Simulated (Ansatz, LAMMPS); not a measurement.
# A frame of amorphous polystyrene (as short chains C42H46) from 300 K (176 atoms) under strain, part 2 of 3

Aim: relax a frame of amorphous polystyrene (as short chains C42H46) from 300 K (176 atoms), then change its volume and shape to read moduli from the stress.

Ansatz 0.2.0; Kohn-Sham DFT, PBE+D4, PAW (set soft_2), plane waves.

The cell: 84 C and 92 H. The network of contacts between molecules at the start is that of the classical potential that made the cell. Only the Γ point is sampled.

So far. Step 2 (Single point at the start): The r.m.s. force at the start is 0.92 eV/Å. Step 3 (Cell and atoms relaxed): The relaxation converged after 27 steps, with a largest force component of 0.0067 eV/Å.

### 4. Single point at the relaxed geometry

One more single point at the end of the walk gives the fuller output and checks the residual forces.

The input, input.yaml:

```yaml
crystal:
  lattice:
    - [12.36895, 0.05023, -0.12777]
    - [0.05023, 11.70107, -0.73145]
    - [-0.12777, -0.73145, 11.98154]
  atoms:
    - { symbol: C, position: [0.82603, 0.44691, 0.32499] }
    - { symbol: C, position: [0.9229, 0.5176, 0.29836] }
    - { symbol: C, position: [0.0288, 0.44821, 0.27918] }
    - { symbol: C, position: [0.05926, 0.38653, 0.37936] }
    - { symbol: C, position: [0.05826, 0.26635, 0.37147] }
    - { symbol: C, position: [0.08311, 0.20971, 0.46466] }
    [... 164 atom lines left out ...]
    - { symbol: H, position: [0.19519, 0.90031, 0.33961] }
    - { symbol: H, position: [0.27102, 0.83696, 0.15002] }
    - { symbol: H, position: [0.15388, 0.83371, 0.98068] }
    - { symbol: H, position: [0.78426, 0.95121, 0.02323] }
    - { symbol: H, position: [0.78481, 0.86169, 0.89362] }
    - { symbol: H, position: [0.81521, 0.80221, 0.01855] }
kpoints:
  mp_grid: { grid: [1, 1, 1] }
hamiltonian:
  xc: pbe
  dispersion: d4
scf:
  occupations: { method: gaussian, width: 0.05 }
output:
  forces: true
  stress: true
  populations: intrinsic
  dos:
    method: { smearing: { sigma: 0.08 } }
    de: 0.1
    projected: { site_lists: { C: [C], H: [H] } }
  eigenvalues: true
  write_density: true
  write_potential: true
  volumetric_format: npy
  elf: true
```

Launch:

```
> ansatz run input.yaml --threads 4 --pin off --max-ram 8192MiB --backend cpu --events-out ev --progress --plain --runs-dir out
```

Numbers of over 12 decimals in the logs are rounded to 6 here.

The program printed:

```text
[...]
Crystal: 176 atoms, lattice volume = 1727.258 Å³
Basis set: ecut = 420 eV, 33799 PW (Γ), exchange–correlation on 180×160×162 points (8 copies of the dense FFT grid, shifted against one another)
Bands: 390, of which v1, the nominal top of the filled ones, is band 214 counted from 1 (213 counted from 0)
Symmetry: 1 space group operations
[...]
k-points: 1
[...]
SCF iter   1: F=—  HF=-22560.505140 eV  |F-HF|=—  |Δ(HF+E_count)|=         —  Δρ=3.17e-3  dr2=2.39e-1  ethr=1.77e-3  ⟨swp⟩=6.0  Hψ=1792  notcnv=0  defer=70
[...]
SCF iter   9: F=-22560.524390 eV  HF=-22560.524390 eV  |F-HF|=7.85e-9  |Δ(HF+E_count)|=   1.65e-7  Δρ=1.02e-6  dr2=2.75e-8  ethr=2.34e-11  ⟨swp⟩=22.0  Hψ=3224  notcnv=0
SCF 1 converged in 9 iterations: F = -22560.524390 eV  dr2 = 2.75e-8
[...]
WARN: The input density's exchange-correlation potential varies sharply where the density is thin. Do not read a vacuum level from v_tot or v_xc, or from such a field of the output density. On a cell that repeats whose density bears no net charge and no dipole along the vacuum's axis use v_es (v_loc + v_h of the components); [...]
SCF converged after 9 iterations
Free energy (F): -22560.524390 eV
[...]
Internal energy: -22560.524390 eV  (E = F + TS)
E sigma→0 (E₀):  -22560.524390 eV
Fermi energy:    1.966867 eV
[...]
--- Forces (eV/Å), atoms counted from 1 ---
  atom   1  C      0.00371502    -0.00126771    -0.00160204
  atom   2  C     -0.00088942     0.00354271     0.00204585
  atom   3  C      0.00455682    -0.00293495     0.00148149
  atom   4  C     -0.00261561     0.00548199    -0.00302326
  atom   5  C     -0.00060256    -0.00374736    -0.00148873
  atom   6  C      0.00101287     0.00273743     0.00682816
  atom   7  C     -0.00096824     0.00011415    -0.00256654
  atom   8  C     -0.00111640     0.00037675    -0.00069978
  atom   9  C      0.00263360    -0.00039752     0.00073552
  atom  10  C     -0.00158477    -0.00104725    -0.00044195
  atom  11  C      0.00015837    -0.00099048    -0.00155525
  atom  12  C      0.00183862    -0.00165216     0.00660633
  atom  13  C      0.00380809    -0.00322670    -0.00606048
  atom  14  C     -0.00085947     0.00500964     0.00509308
[...]
atom 175  H      0.00075306     0.00127786     0.00068484
  atom 176  H      0.00180301    -0.00201315     0.00040523
  max |Σ_I F_I| component: 5.12e-5 eV/Å
--- Stress (GPa, compression-positive) ---
       -0.009043       0.003260      -0.004353
        0.003259       0.001213      -0.021413
       -0.004353      -0.021414       0.006859
  P = ⅓ Tr σ = -0.0003 GPa (-0.003 kbar)
--- Band table (eV) ---
[...]
--- intrinsic populations: 176 sites ---
  site symbol       q [e]
     0      C      4.5125
     1      C      4.2951
     2      C      4.1386
[...]
175      H      0.8274
  spilling = 0.000000 (of n_electrons = 428.000000)
```

The job ended after 16 s (4 threads of Intel Xeon 6975P-C (Granite Rapids), shared host; peak memory 2.2 GiB).

The program notes that the exchange-correlation potential is rough where the density is thin.

Numbers from this run:

```yaml
free_energy: -22560.5244 eV
free_energy_per_atom: -128.1848 eV/atom
scf_cycles: 9
pressure: -0.0003235 GPa
r_m_s_force_component: 0.0022 eV/Å
longest_force: 0.00926 eV/Å
fermi_energy: 1.967 eV
spacing_of_highest_filled_and_lowest_empty_level: 3.977 eV
```

Intrinsic-atomic-orbital charges by element and coordination:

| element | coordination | atoms | mean charge (e) | spread | least | most |
| --- | --- | --- | --- | --- | --- | --- |
| C | all | 84 | -0.181 | 0.108 | -0.512 | 0.0177 |
| C | 3 | 60 | -0.148 | 0.0723 | -0.197 | 0.0177 |
| C | 4 | 24 | -0.266 | 0.134 | -0.512 | -0.125 |
| H | all | 92 | 0.166 | 0.0097 | 0.142 | 0.185 |

Density of states as counts of states in windows of 1 eV (from the Fermi level), total and the larger projections:

| from (eV) | to (eV) | total | C p | H s |
| --- | --- | --- | --- | --- |
| -10 | -9 | 16.3 | 10.5 | 4.0 |
| -9 | -8 | 18.2 | 12.8 | 3.8 |
| -8 | -7 | 50.2 | 35.8 | 10.2 |
| -7 | -6 | 44.0 | 33.2 | 9.5 |
| -6 | -5 | 48.7 | 38.3 | 9.3 |
| -5 | -4 | 53.1 | 38.3 | 14.1 |
| -4 | -3 | 15.1 | 11.7 | 3.1 |
| -3 | -2 | 36.7 | 36.1 | 0.3 |
| -2 | -1 | 0.9 | 0.9 | 0.0 |
| -1 | 1 | 0.0 | 0.0 | 0.0 |
| 1 | 2 | 3.4 | 3.1 | 0.1 |
| 2 | 3 | 38.6 | 33.5 | 1.6 |
| 3 | 4 | 14.3 | 2.2 | 5.7 |
| 4 | 5 | 29.1 | 4.6 | 9.7 |

The curve was stored every 0.100 eV, coarse against its broadening of 0.08 eV, so these counts are rough.

Between -19 and -10 eV lie 145 more states.

The levels nearest the highest filled one (over half full), pooled over k-points and spins:

| level less the highest filled one (eV) | occupation |
| --- | --- |
| -0.525 | 2 |
| -0.432 | 2 |
| -0.377 | 2 |
| -0.351 | 2 |
| -0.309 | 2 |
| 0 | 2 |
| 3.98 | 0 |
| 3.99 | 0 |
| 4.06 | 0 |
| 4.07 | 0 |
| 4.11 | 0 |
| 4.15 | 0 |

Valence density in the ac plane at fractional y = 0.213, with atoms of C and H within 0.2 Å of it. It is the smooth field of the valence electrons, not physical close to the nuclei.

Ten even steps from '0' (0.0 e/Å³) to '9' (1.9 e/Å³), each cell a mean:
```
00000013798410000012452100000000000
00000135874200000015895100025310000
00000147842000000013784100148621000
20000137831000000002464211258853223
41000013310000011123566555678875455
10000000000000135667655689854334332
00000000000000025897421369731012210
00001100000000013685200138620000100
00025410000011113675200012200000000
00135310000135556887421000000000000
01244210000158986567653210000000000
02686200000137852113467642100000000
14896200000137731001248985210000000
15884100013578852000024786431000000
14652000014666862000001233454100000
25531000001111221000000001245200000
37520000000000000000000000001000000
13200000000000000000000000000000000
00000000000000000012210000000000000
00000000001100000025531000000000000
00000000012110000138962000000000000
00000000122100000024541000000000000
00000001355310000001110000000000000
00000001588520000000110000000000000
```
Columns run along a (12.4 Å), rows up along c (12.0 Å). Atoms in or near the plane, at fractional coordinates: C at (0.08, 0.46), C at (0.28, 0.99), H at (0.04, 0.29), H at (0.13, 0.64), C at (0.40, 0.55), C at (0.67, 0.46), C at (0.51, 0.72), C at (0.59, 0.92), C at (0.72, 0.76), H at (0.30, 0.40), H at (0.81, 0.35), H at (0.73, 0.67), H at (0.81, 0.91), H at (0.99, 0.82).

Electrostatic potential energy in the ac plane at fractional y = 0.213, with atoms of C and H within 0.2 Å of it. With pseudopotentials it is smooth inside the atoms' cores, unlike the true potential.

Values in eV, 13 rows by 16 columns, each cell a mean:
```
  6   6   4 -13 -30  -5   6   6   0 -28  -7   5  -1  -4   5   5
  3   5   1 -30  -9   5   6   5   0 -26  -7   4  -9 -21   2   2
 -5   5   4  -6   2   5   4   0  -6 -18 -15 -25 -20 -30 -11 -10
  5   4   4   4   5   5   3 -16 -45  -6  -3 -32 -10   3   0   2
  5  -2 -12   4   5   4   2  -6 -24   0   4  -9  -2   5   4   5
  4  -5  -3   5   5  -6 -40 -18 -30 -14  -2   4   5   6   6   6
 -7 -37  -5   5   5  -3 -24  -2   2  -9 -31 -17   3   5   6   6
 -6 -24   0   5  -7 -20 -38  -2   5   3 -19 -15  -7   2   5   5
-10  -6   5   5   2   2   0   2   5   5   5   3  -7  -7   5   5
-12   0   6   6   5   5   5   5   4   3   5   6   5   5   5   4
  5   5   6   6   4   2   5   5  -4 -15   3   6   6   5   5   5
  6   6   6   4  -1   2   5   5  -5 -17   3   6   6   5   5   5
  6   6   6  -1 -30  -7   5   6   4   1   4   6   5   5   5   5
```
Columns run along a (12.4 Å; values clipped at the 3rd and 97th percentile), rows up along c (12.0 Å). Atoms in or near the plane, at fractional coordinates: C at (0.08, 0.46), C at (0.28, 0.99), H at (0.04, 0.29), H at (0.13, 0.64), C at (0.40, 0.55), C at (0.67, 0.46), C at (0.51, 0.72), C at (0.59, 0.92), C at (0.72, 0.76), H at (0.30, 0.40), H at (0.81, 0.35), H at (0.73, 0.67), H at (0.81, 0.91), H at (0.99, 0.82).

Filled and empty levels are parted by 3.98 eV (at Γ alone); a semilocal functional tends to put such gaps too low. In a disordered cell it changes from sample to sample, and tail or defect levels can set it. Mean intrinsic-atomic-orbital charges: C -0.18, H +0.17 e. The largest share in the top eV of filled states is C p (99 % of the projected weight), and in the lowest eV of empty states C p (94 % of the projected weight).

### 5. Volume -3 %

The relaxed cell is scaled evenly and the atoms are relaxed again; the stress at the end gives one point of P(V).

input.yaml, the sections that differ from step 4:

```yaml
crystal:
  lattice:
    - [12.244, 0.04972, -0.12648]
    - [0.04972, 11.58287, -0.72406]
    - [-0.12648, -0.72406, 11.86051]
  atoms:
    [... the 176 atom lines of step 4 ...]
output:
  forces: true
  eigenvalues: true
  stress: true
relax:
  f_tol: 0.05
  max_steps: 70
# kpoints, hamiltonian, scf: as in step 4
```

The program printed:

```text
Warning: output.stress: scf.convergence.dr2_threshold = 1e-7 eV (the SCF's general default) is looser than the 1.08e-8 eV advised for a printed stress (1e-10 eV for each atom of the cell: 176, of which 108 are counted). What an SCF threshold leaves in a stress goes as its square root, and in the free energy as the threshold itself, and one threshold admits the most on a small cell: [...]
[...]
Crystal: 176 atoms, lattice volume = 1675.441 Å³
Basis set: ecut = 420 eV, 32747 PW (Γ), exchange–correlation on 180×160×160 points (8 copies of the dense FFT grid, shifted against one another)
Bands: 390, of which v1, the nominal top of the filled ones, is band 214 counted from 1 (213 counted from 0)
Symmetry: 1 space group operations
[...]
k-points: 1
[...]
SCF iter   1: F=—  HF=-22559.886009 eV  |F-HF|=—  |Δ(HF+E_count)|=         —  Δρ=3.28e-3  dr2=2.35e-1  ethr=1.77e-3  ⟨swp⟩=6.0  Hψ=1792  notcnv=0  defer=70
[...]
SCF iter   5: F=—  HF=-22559.904318 eV  |F-HF|=—  |Δ(HF+E_count)|=   3.75e-4  Δρ=6.50e-5  dr2=1.10e-4  ethr=1.85e-7  ⟨swp⟩=2.0  Hψ=597  notcnv=0  defer=166
SCF iter   6: F=-22559.904353 eV  HF=-22559.904352 eV  |F-HF|=8.05e-7  |Δ(HF+E_count)|=   3.43e-5  Δρ=2.21e-5  dr2=1.22e-5  ethr=1.46e-8  ⟨swp⟩=14.0  Hψ=2604  notcnv=0
SCF 1 converged in 6 iterations: F = -22559.904353 eV  dr2 = 1.22e-5
[...]
relax step   1: F+E_penalty+E_count = -22559.90435303 eV  Δ(F+E_penalty+E_count) = +0.000e0 eV  max|allowed force component| = 3.876e-1 eV/Å  Δτ_max = 0.0000 Å  (6 SCF iters, dr2 threshold 6.25e-5 eV, accepted)
[...]
relax step   2: F+E_penalty+E_count = -22560.43386021 eV  Δ(F+E_penalty+E_count) = -5.295e-1 eV  max|allowed force component| = 1.139e-1 eV/Å  Δτ_max = 0.0512 Å  (6 SCF iters, dr2 threshold 9.39e-6 eV, accepted)
[...]
relax step   3: F+E_penalty+E_count = -22560.48609268 eV  Δ(F+E_penalty+E_count) = -5.223e-2 eV  max|allowed force component| = 3.016e-2 eV/Å  Δτ_max = 0.0511 Å  (8 SCF iters, accepted)
SCF converged after 8 iterations
Free energy (F): -22560.486093 eV
[...]
Internal energy: -22560.486093 eV  (E = F + TS)
E sigma→0 (E₀):  -22560.486093 eV
Fermi energy:    2.147319 eV
[...]
Σ components = -22560.486093   (vs F -22560.486093, Δ=0.00e0)
--- Forces (eV/Å), atoms counted from 1 ---
  atom   1  C     -0.02172113    -0.00518946     0.00683048
  atom   2  C     -0.00698128     0.00453628    -0.00274180
  atom   3  C     -0.00186002     0.00404841     0.00075462
  atom   4  C      0.00635688    -0.01394035     0.01533367
[...]
atom 176  H      0.00195861     0.00164377     0.00005670
  max |Σ_I F_I| component: 2.05e-5 eV/Å
--- Stress (GPa, compression-positive) ---
        0.203431       0.004644       0.003184
        0.004643       0.191890      -0.042615
        0.003183      -0.042616       0.277659
  P = ⅓ Tr σ = 0.2243 GPa (2.243 kbar)
--- Band table (eV) ---
[...]
--- Relaxed structure (3 steps of the walk, 3 accepted, 0 SCFs on fresh bases) ---
  F+E_penalty+E_count = -22560.48609268 eV   max|allowed force component| = 3.016e-2 eV/Å
  atoms:
    - { symbol: C, position: [0.822225, 0.446435, 0.325563] }
    - { symbol: C, position: [0.919521, 0.517778, 0.297369] }
    - { symbol: C, position: [0.026238, 0.447515, 0.277695] }
    - { symbol: C, position: [0.057414, 0.385920, 0.379153] }
[...]
- { symbol: H, position: [0.814265, 0.801729, 0.019878] }
```

Run time: 37 s. Hardware: 4 threads; peak memory 2.1 GiB; 2.4 min of CPU time.

The program notes that the SCF threshold is loose for the stress.

The relaxation converged after 3 steps, 0.582 eV below its start, with a largest force component of 0.030 eV/Å.

Volume -3 %: the energy stands 0.0383 eV above that of the reference, at a pressure of 0.224 GPa.

### 6. Volume +3 %

The relaxed cell is scaled to another volume.

Input and log are left out; they have the form of those shown for this kind of step.

Run time: 38 s. Hardware: 4 threads of Intel Xeon 6975P-C (Granite Rapids), shared host; peak memory 2.2 GiB; 2.4 min of CPU time.

The relaxation converged after 3 steps, 0.534 eV below its start, with a largest force component of 0.027 eV/Å.

Volume +3 %: the energy stands 0.0359 eV above that of the reference, at a pressure of -0.152 GPa.

### 7. Volume -6 %

The relaxed cell is scaled to another volume.

Input and log are left out; they have the form of those shown for this kind of step.

Wall time 1.8 min (4 threads of Intel Xeon 6975P-C (Granite Rapids), shared host); peak memory 2 GiB; 6.8 min of CPU time.

The relaxation converged after 9 steps, 2.45 eV below its start, with a largest force component of 0.023 eV/Å.

Volume -6 %: the energy stands 0.128 eV above that of the reference, at a pressure of 0.413 GPa.

### 8. Volume +6 %

The relaxed cell is scaled to another volume.

Input and log are left out; they have the form of those shown for this kind of step.

Wall time 51 s (4 threads of Intel Xeon 6975P-C (Granite Rapids), shared host); peak memory 2.3 GiB.

The relaxation converged after 4 steps, 2.06 eV below its start, with a largest force component of 0.024 eV/Å.

Volume +6 %: the energy stands 0.105 eV above that of the reference, at a pressure of -0.242 GPa.

### 9. Volume -10 %

The relaxed cell is scaled to another volume.

Input and log are left out; they have the form of those shown for this kind of step.

Run time: 100 s. Hardware: 4 threads of Intel Xeon 6975P-C (Granite Rapids), shared host; peak memory 2 GiB; 6.2 min of CPU time.

The relaxation converged after 8 steps, 7.19 eV below its start, with a largest force component of 0.045 eV/Å.

Volume -10 %: the energy stands 0.436 eV above that of the reference, at a pressure of 0.891 GPa.

### 10. Stretched by 1 % along x

The relaxed cell is strained along x alone, which gives the stiffness along x and its coupling to y and z.

input.yaml, the sections that differ from step 5:

```yaml
crystal:
  lattice:
    - [12.49264, 0.05023, -0.12777]
    - [0.05073, 11.70107, -0.73145]
    - [-0.12905, -0.73145, 11.98154]
  atoms:
    [... the 176 atom lines of step 4 ...]
# kpoints, hamiltonian, scf, output, relax: as in step 5
```

The program printed:

```text
[...]
Crystal: 176 atoms, lattice volume = 1744.531 Å³
Basis set: ecut = 420 eV, 34107 PW (Γ), exchange–correlation on 180×160×162 points (8 copies of the dense FFT grid, shifted against one another)
Bands: 390, of which v1, the nominal top of the filled ones, is band 214 counted from 1 (213 counted from 0)
Symmetry: 1 space group operations
[...]
k-points: 1
[...]
SCF iter   1: F=—  HF=-22560.398753 eV  |F-HF|=—  |Δ(HF+E_count)|=         —  Δρ=3.14e-3  dr2=2.41e-1  ethr=1.77e-3  ⟨swp⟩=6.0  Hψ=1781  notcnv=0  defer=71
[...]
SCF iter   5: F=—  HF=-22560.417836 eV  |F-HF|=—  |Δ(HF+E_count)|=   3.91e-4  Δρ=6.65e-5  dr2=1.20e-4  ethr=2.01e-7  ⟨swp⟩=2.0  Hψ=597  notcnv=0  defer=166
SCF iter   6: F=-22560.417869 eV  HF=-22560.417869 eV  |F-HF|=3.66e-8  |Δ(HF+E_count)|=   3.21e-5  Δρ=2.37e-5  dr2=1.45e-5  ethr=1.46e-8  ⟨swp⟩=14.0  Hψ=2603  notcnv=0
SCF 1 converged in 6 iterations: F = -22560.417869 eV  dr2 = 1.45e-5
[...]
relax step   1: F+E_penalty+E_count = -22560.41786850 eV  Δ(F+E_penalty+E_count) = +0.000e0 eV  max|allowed force component| = 3.371e-1 eV/Å  Δτ_max = 0.0000 Å  (6 SCF iters, dr2 threshold 6.25e-5 eV, accepted)
[...]
relax step   2: F+E_penalty+E_count = -22560.50525625 eV  Δ(F+E_penalty+E_count) = -8.739e-2 eV  max|allowed force component| = 1.822e-1 eV/Å  Δτ_max = 0.0548 Å  (6 SCF iters, dr2 threshold 7.10e-6 eV, accepted)
[...]
relax step   3: F+E_penalty+E_count = -22560.48820576 eV  Δ(F+E_penalty+E_count) = +1.705e-2 eV  max|allowed force component| = 1.422e-1 eV/Å  Δτ_max = 0.2000 Å  (9 SCF iters, rejected (line search))
[...]
relax step   4: F+E_penalty+E_count = -22560.51580854 eV  Δ(F+E_penalty+E_count) = -1.055e-2 eV  max|allowed force component| = 2.071e-2 eV/Å  Δτ_max = 0.0530 Å  (8 SCF iters, accepted)
SCF converged after 8 iterations
Free energy (F): -22560.515809 eV
[...]
Internal energy: -22560.515809 eV  (E = F + TS)
E sigma→0 (E₀):  -22560.515809 eV
Fermi energy:    1.909798 eV
[...]
Σ components = -22560.515809   (vs F -22560.515809, Δ=0.00e0)
--- Forces (eV/Å), atoms counted from 1 ---
  atom   1  C      0.01205201     0.00914555    -0.00716872
  atom   2  C      0.01186509    -0.00774562    -0.00278760
  atom   3  C     -0.00326540     0.01014222    -0.00296972
  atom   4  C     -0.00659242    -0.00253965    -0.00159919
[...]
atom 176  H     -0.00217768    -0.00213306    -0.00126069
  max |Σ_I F_I| component: 1.68e-4 eV/Å
--- Stress (GPa, compression-positive) ---
       -0.076088      -0.004428      -0.008755
       -0.004428      -0.036932      -0.021810
       -0.008755      -0.021810      -0.024362
  P = ⅓ Tr σ = -0.0458 GPa (-0.458 kbar)
--- Band table (eV) ---
[...]
--- Relaxed structure (4 steps of the walk, 3 accepted, 0 SCFs on fresh bases) ---
  F+E_penalty+E_count = -22560.51580854 eV   max|allowed force component| = 2.071e-2 eV/Å
  atoms:
    - { symbol: C, position: [0.829641, 0.447457, 0.324378] }
    - { symbol: C, position: [0.925822, 0.518217, 0.298449] }
    - { symbol: C, position: [0.030856, 0.448923, 0.279493] }
    - { symbol: C, position: [0.060925, 0.387403, 0.379778] }
[...]
- { symbol: H, position: [0.816222, 0.802582, 0.019536] }
```

Wall time 55 s (4 threads); peak memory 2.2 GiB; 3.4 min of CPU time.

The relaxation converged after 4 steps, 0.0979 eV below its start, with a largest force component of 0.021 eV/Å.

Stretched by 1 % along x: the energy stands 0.00858 eV above that of the reference, at a pressure of -0.0458 GPa.

[end of part 2 of 3]

[Logs are printed without paths, hosts, clocks, repeated set-up lines and the standing remarks that a program may print on its own settings, such as how far it seeks lower states.]

[Hosts, paths, dates, database ids (printed as entryN), source tags and the programs' standing remarks are cut or masked in the printed files.]
